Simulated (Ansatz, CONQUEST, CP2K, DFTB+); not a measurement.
**Al(100)/Rh(100) interface (51 atoms) in CP2K**

Aim: run Al(100)/Rh(100) interface (51 atoms) in CP2K and see how near its forces come to a plane-wave reference, and at what cost.

Main program and level: CP2K 2026.2; the method is named at each step.

## Step 1: The structure

The cell holds 51 atoms: 24 Al and 27 Rh. Cell: a = 8.067 Å, b = 8.067 Å, c = 13.306 Å, α = 90.0°, β = 90.0°, γ = 90.0°. Fcc Al(100), 3 repeat layers, 8 surface cells, strained -0.40 and -0.40 %; fcc Rh(100), 3 layers, 9 cells, +0.00 and +0.00 %; outer planes 2.72 Å apart and 2.72 Å at the second interface of the periodic stack; not relaxed, displaced by a Gaussian of 0.02 Å. Then every atom was moved at random, 0.03 Å r.m.s. a Cartesian component. Regions: Al, 24 atoms (24 Al); Rh, 27 atoms (27 Rh). The structure's axis is c.

The yardstick, on the same geometry:

```
method                 : Kohn-Sham DFT, PBE, PAW, plane waves (Ansatz 0.2.0); cutoff 420 eV, Γ point, fermi-dirac smearing of 0.05 eV; PAW set soft_2
r.m.s. force component : 0.533 eV/Å
longest force          : 1.602 eV/Å
pressure               : -2.726 GPa
SCF cycles             : 11
time                   : 3.6 s on 4 threads of AMD EPYC 9R45, shared host
CPU time               : 11 s
```

## Step 2: PBE, DZVP-UZH, 600/60 Ry, diagonalisation

Method: Kohn-Sham DFT, PBE, GTH-PBE pseudopotentials, Gaussian and plane waves, DZVP-MOLOPT (UZH set), diagonalisation.

input.inp reads:

```
&GLOBAL
  PROJECT cell
  RUN_TYPE ENERGY_FORCE
  PRINT_LEVEL LOW
&END GLOBAL
&FORCE_EVAL
  METHOD QS
  STRESS_TENSOR ANALYTICAL
  &DFT
    BASIS_SET_FILE_NAME BASIS_MOLOPT_UZH
    POTENTIAL_FILE_NAME POTENTIAL_UZH
    &MGRID
      CUTOFF 600
      REL_CUTOFF 60
      NGRIDS 5
    &END MGRID
    &QS
      EPS_DEFAULT 1.0E-12
    &END QS
    &SCF
      SCF_GUESS ATOMIC
      EPS_SCF 1.0E-06
      MAX_SCF 200
      ADDED_MOS 39
      &DIAGONALIZATION
        ALGORITHM STANDARD
      &END DIAGONALIZATION
      &SMEAR ON
        METHOD FERMI_DIRAC
        ELECTRONIC_TEMPERATURE [K] 580
      &END SMEAR
      &MIXING
        METHOD BROYDEN_MIXING
        ALPHA 0.15
        NBROYDEN 8
      &END MIXING
      &PRINT
        &RESTART OFF
        &END RESTART
      &END PRINT
    &END SCF
    &XC
      &XC_FUNCTIONAL PBE
      &END XC_FUNCTIONAL
    &END XC
    &PRINT
      &MULLIKEN ON
      &END MULLIKEN
      &HIRSHFELD ON
        SHAPE_FUNCTION DENSITY
      &END HIRSHFELD
      &MO ON
        EIGENVALUES T
        OCCUPATION_NUMBERS T
        MO_INDEX_RANGE 255 278
        &EACH
          QS_SCF 0
        &END EACH
        ADD_LAST NUMERIC
      &END MO
    &END PRINT
  &END DFT
  &SUBSYS
    &CELL
      A 8.06740 0.00000 0.00000
      B 0.00000 8.06740 0.00000
      C 0.00000 0.00000 13.30596
    &END CELL
    &COORD
      Al 6.07887 6.11218 13.27150
      Al 6.04402 4.05169 1.97727
      Al 6.02135 6.05894 4.09664
      Al 1.99741 6.05563 0.02102
      Al 2.06090 4.03426 1.99895
      Al 1.97288 6.04329 4.06524
      Al 4.05443 4.04572 13.27536
      Al 3.97989 2.00556 2.04579
      Al 4.07541 4.08703 4.06910
      Al 6.09629 2.03565 13.25380
      Al 6.02780 0.05599 2.01958
      Al 6.01772 1.99813 4.05246
      Al 0.06107 4.00805 13.28507
      Al 8.05780 1.98716 2.04952
      Al 0.05429 4.05088 4.04475
      Al 2.01403 1.97853 0.01743
      Al 2.10341 0.04397 2.03461
      Al 2.01790 1.98482 3.99778
      Al 4.06540 0.03308 0.00625
      Al 4.02886 5.99424 2.04113
      Al 4.04338 0.08648 4.03676
      Al 8.05304 0.00662 13.28973
      Al 0.02735 5.99190 1.98698
      Al 8.04078 7.94921 4.06071
      Rh 1.25876 1.79387 6.81757
      Rh 2.55454 0.44032 8.70582
      Rh 1.24569 1.81315 10.61164
      Rh 3.91487 1.74175 6.75650
      Rh 5.25204 0.40595 8.66990
      Rh 3.94851 1.77434 10.55149
      Rh 6.62801 1.77031 6.79322
      Rh 7.95010 0.46347 8.64954
      Rh 6.56977 1.76813 10.59487
      Rh 1.24722 7.11698 6.84073
      Rh 2.60432 5.88420 8.63730
      Rh 1.23988 7.20193 10.59367
      Rh 4.00571 7.13400 6.71778
      Rh 5.28261 5.77997 8.68586
      Rh 3.94230 7.22645 10.55362
      Rh 6.55170 7.14893 6.75584
      Rh 8.05280 5.84467 8.69704
      Rh 6.55984 7.05857 10.61377
      Rh 1.22124 4.50234 6.72909
      Rh 2.53292 3.18444 8.68759
      Rh 1.18365 4.47442 10.56613
      Rh 3.91761 4.44869 6.79589
      Rh 5.29899 3.14201 8.76770
      Rh 3.94488 4.47111 10.57531
      Rh 6.64488 4.44667 6.76927
      Rh 7.95381 3.21962 8.67761
      Rh 6.53298 4.45288 10.52941
    &END COORD
    &KIND Al
      BASIS_SET DZVP-MOLOPT-PBE-GTH-q3
      POTENTIAL GTH-PBE-q3
    &END KIND
    &KIND Rh
      BASIS_SET DZVP-MOLOPT-PBE-GTH-q17
      POTENTIAL GTH-PBE-q17
    &END KIND
  &END SUBSYS
  &PRINT
    &FORCES ON
    &END FORCES
    &STRESS_TENSOR ON
    &END STRESS_TENSOR
  &END PRINT
&END FORCE_EVAL
```

Run with:

```bash
OMP_NUM_THREADS=1 mpirun -np 4 cp2k.psmp -i input.inp > output.txt
```

Numbers of over 12 decimals in the logs are rounded to 6 here.

What it wrote:

```text
CP2K| version string:                                       CP2K version 2026.2
 CP2K| Input file name                                                 input.inp
 GLOBAL| Basis set file name                                    BASIS_MOLOPT_UZH
 GLOBAL| Potential file name                                       POTENTIAL_UZH
 GLOBAL| Run type                                                   ENERGY_FORCE
 GLOBAL| Total number of message passing processes                             4
 GLOBAL| Number of threads for this process                                    1
 TOTAL NUMBERS AND MAXIMUM NUMBERS
  Total number of            - Atomic kinds:                                   2
                             - Atoms:                                         51
                             - Shell sets:                                    51
                             - Shells:                                       336
                             - Primitive Cartesian functions:                285
                             - Cartesian basis functions:                   1173
                             - Spherical basis functions:                   1014
  Maximum angular momentum of- Orbital basis functions:                        3
                             - Local part of the GTH pseudopotential:          2
                             - Non-local part of the GTH pseudopotential:      4
 SCF PARAMETERS         Density guess:                                    ATOMIC
                        max_scf:                                             200
                        eps_scf:                                        1.00E-06
                        added MOs                                        39    0
                        Mixing method:                            BROYDEN_MIXING
                                                charge density mixing in g-space
                        Smear method:                                FERMI_DIRAC
                        Electronic temperature [K]:                        580.0
                        Electronic temperature [a.u.]:                  1.84E-03
                        Accuracy threshold:                             1.00E-10
 Extrapolation method: initial_guess
 Number of electrons:                                                        531
 Number of occupied orbitals:                                                266
 Number of molecular orbitals:                                               305
 Number of orbital functions:                                               1014
 Number of independent orbital functions:                                   1014
 SCF WAVEFUNCTION OPTIMIZATION
  Step     Update method      Time    Convergence         Total energy    Change
     1 NoMix/Diag. 0.15E+00    2.0     0.93103723     -3016.8628039403 -3.02E+03
     2 Broy./Diag. 0.15E+00    4.0     2.22903273     -3098.1344285578 -8.13E+01
     3 Broy./Diag. 0.15E+00    4.0     0.51447607     -3006.8366344836  9.13E+01
     4 Broy./Diag. 0.15E+00    4.0     0.15965122     -3025.3889266988 -1.86E+01
[...]
41 Broy./Diag. 0.15E+00    4.1     0.00000147     -3006.4157603366  3.48E-05
    42 Broy./Diag. 0.15E+00    4.1     0.00000065     -3006.4157911794 -3.08E-05
  *** SCF run converged in    42 steps ***
  Electronic density on regular grids:       -531.0000000000        0.0000000000
  Core density on regular grids:              530.9999999996       -0.0000000004
  Total charge density on r-space grids:       -0.0000000004
  Total charge density g-space grids:          -0.0000000004
  Overlap energy of the core charge distribution:               1e-13
  Self energy of the core charge distribution:              -5463.843772
  Core Hamiltonian energy:                                   1290.733800
  Hartree energy:                                            1490.163287
  Exchange-correlation energy:                               -323.438932
  Electronic entropic energy:                                  -0.030176
  Fermi energy:                                                 0.378429
  Total energy:                                             -3006.415791
  Total energy (extrapolated to T->0):                      -3006.400703
 MO| EIGENVALUES AND OCCUPATION NUMBERS
 MO|
 MO|  Index      Eigenvalue [a.u.]        Eigenvalue [eV]             Occupation
 MO|    255               0.361577               9.839010               1.999793
 MO|    256               0.361986               9.850127               1.999741
 MO|    257               0.370600              10.084536               1.972213
[...]
MO|    277               0.390741              10.632592               0.002451
 MO|    278               0.390912              10.637243               0.002234
 MO| Sum:                                                             531.000000
 MO| E(Fermi):            0.378429 a.u.         10.297569 eV
 !-----------------------------------------------------------------------------!
                     Mulliken Population Analysis
 #  Atom  Element  Kind  Atomic population                           Net charge
       1     Al       1          2.961143                              0.038857
       2     Al       1          3.114778                             -0.114778
       3     Al       1          2.987548                              0.012452
[...]
50     Rh       2         16.996175                              0.003825
      51     Rh       2         16.950815                              0.049185
 # Total charge                            531.000000                  0.000000
 !-----------------------------------------------------------------------------!
 !-----------------------------------------------------------------------------!
                           Hirshfeld Charges
  #Atom  Element  Kind  Ref Charge     Population                    Net charge
      1       Al     1       3.000          2.994                         0.006
      2       Al     1       3.000          3.032                        -0.032
      3       Al     1       3.000          2.993                         0.007
[...]
50       Rh     2      17.000         16.969                         0.031
     51       Rh     2      17.000         16.980                         0.020
  Total Charge                                                           -0.000
 !-----------------------------------------------------------------------------!
 ENERGY| Total FORCE_EVAL ( QS ) energy [hartree]          -3006.415799
 FORCES| Atomic forces [hartree/bohr]
 FORCES|   Atom     x               y               z               |f|
 FORCES|      1  1.46993631E-03 -4.19574122E-03 -2.63586255E-02   2.67309202E-02
 FORCES|      2  3.85286895E-03  6.30178527E-03  1.03080196E-03   7.45785823E-03
 FORCES|      3 -1.33618668E-04 -2.43695441E-03  2.73480102E-02   2.74566979E-02
[...]
FORCES|     50  3.85906009E-04 -1.72243375E-02 -2.44157471E-03   1.74008050E-02
 FORCES|     51  1.75869134E-02  7.06917954E-03  9.04485081E-03   2.10019558E-02
 FORCES| Sum     1.63029838E-05 -8.32040008E-06  9.00240110E-06
 FORCES| Total atomic force                                       2.03975382E-05
 STRESS| Analytical stress tensor [bar]
 STRESS|                        x                   y                   z
 STRESS|      x        6.59011549113E+04   1.67714094351E+03   4.75308201685E+03
 STRESS|      y        1.67714094351E+03   6.44386009625E+04  -3.17894189947E+03
 STRESS|      z        4.75308201685E+03  -3.17894189947E+03  -1.83934377784E+05
 STRESS| 1/3 Trace                                            -1.78648739701E+04
```

Elapsed: 3.3 min, on 4 MPI ranks of AMD EPYC 9R45, shared host; peak memory 4.5 GiB.

Banners, paths, timers and routine set-up lines are dropped from the logs unmarked, and long logs keep their key lines alone; longer cuts are marked.

Compared with the plane-wave run:

```yaml
r_m_s_force_component: 0.5181 eV/Å
r_m_s_difference_of_force_components: 56.41 meV/Å
longest_difference_of_force_vectors: 212.3 meV/Å
force_difference_over_r_m_s_force: 10.58 %
slope_of_forces_against_the_reference_s: 0.9668
correlation_of_force_components: 0.9946
pressure: -1.786 GPa
pressure_difference: 0.9395 GPa
```

Length of the force difference by element (eV/Å):

| element | atoms | mean | most |
| --- | --- | --- | --- |
| Al | 24 | 0.072 | 0.11 |
| Rh | 27 | 0.10 | 0.21 |

A closer look about Rh28, picked at random: 9 atoms, nearest first, numbered in the order of the input, with positions taken from that point.

```csv
atom,x,y,z,distance (Å),Hirshfeld charge (e),Fx,Fy,Fz (eV/Å)
Rh28,0.00,0.00,0.00,0.00,0.01,0.05,0.26,-0.19
Rh25,-2.66,0.05,0.06,2.66,0.00,-0.15,0.08,0.11
Rh37,0.09,-2.68,-0.04,2.68,0.01,-0.35,0.13,-0.18
Rh29,1.34,-1.34,1.91,2.69,0.02,0.30,0.06,-0.19
Rh46,0.00,2.71,0.04,2.71,-0.01,0.09,0.03,0.38
Rh26,-1.36,-1.30,1.95,2.71,0.03,-0.03,0.04,0.30
Rh31,2.71,0.03,0.04,2.71,-0.01,-0.16,0.14,0.23
Rh44,-1.38,1.44,1.93,2.78,0.02,0.10,-0.42,-0.08
Rh47,1.38,1.40,2.01,2.81,0.03,-0.39,-0.67,-0.30
```

Forces lie 11 % from the reference's, at 70 times its CPU time.

Mean charges by element (e), by run and scheme:

```
                                           run     scheme     Al     Rh
                                     reference     Löwdin  +0.01  +0.13
CP2K PBE, DZVP-UZH, 600/60 Ry, diagonalisation   Mulliken  -0.03  +0.03
CP2K PBE, DZVP-UZH, 600/60 Ry, diagonalisation  Hirshfeld  -0.01  +0.01
```

Among metals, projection charges depend strongly on the orbitals used. The reference's Löwdin charges lack the electrons that the projection spills, 0.073 e an atom on average.

## Step 3: Results

```
force difference from the reference : CP2K PBE, DZVP-UZH, 600/60 Ry, diagonalisation, 11 %
its CPU time                        : 13 min
```

What this shows: The PBE run in local orbitals differs by 11 % (CP2K PBE, DZVP-UZH, 600/60 Ry, diagonalisation); basis, grid and potentials can all enter. Charges hang on scheme and program or settings: among these rows the mean for Rh runs from +0.01 to +0.13 e. The electron count is odd in Ansatz plane waves (reference) and CP2K PBE, DZVP-UZH, 600/60 Ry, diagonalisation, and they have no spin polarisation, so the unpaired electron is spread evenly over both spins. The reference's stress is far from hydrostatic: its diagonal is 5.4, 5.3, -18.8 GPa, compression counted positive. The host structure and its lattice constant were typed by rule, without a check against the phase diagram. The reference's pressure of -2.7 GPa belongs to a cell and atoms that aren't relaxed at this level. The electron count is odd and the run has no spin polarisation, so levels at the top are partly filled by construction. The electronic-structure runs sample only Γ, in a cell whose shortest periodic width is 8 Å, which is coarse for a cell with partly filled levels.

[Also dropped from logs without a mark: logging warnings of Python, and SIESTA's first energy breakdown and zero terms.]

[Logs are printed without paths, hosts, clocks, repeated set-up lines and the standing remarks that a program may print on its own settings, such as how far it seeks lower states.]

[Hosts, paths, dates, database ids (printed as entryN), source tags and the programs' standing remarks are cut or masked in the printed files.]
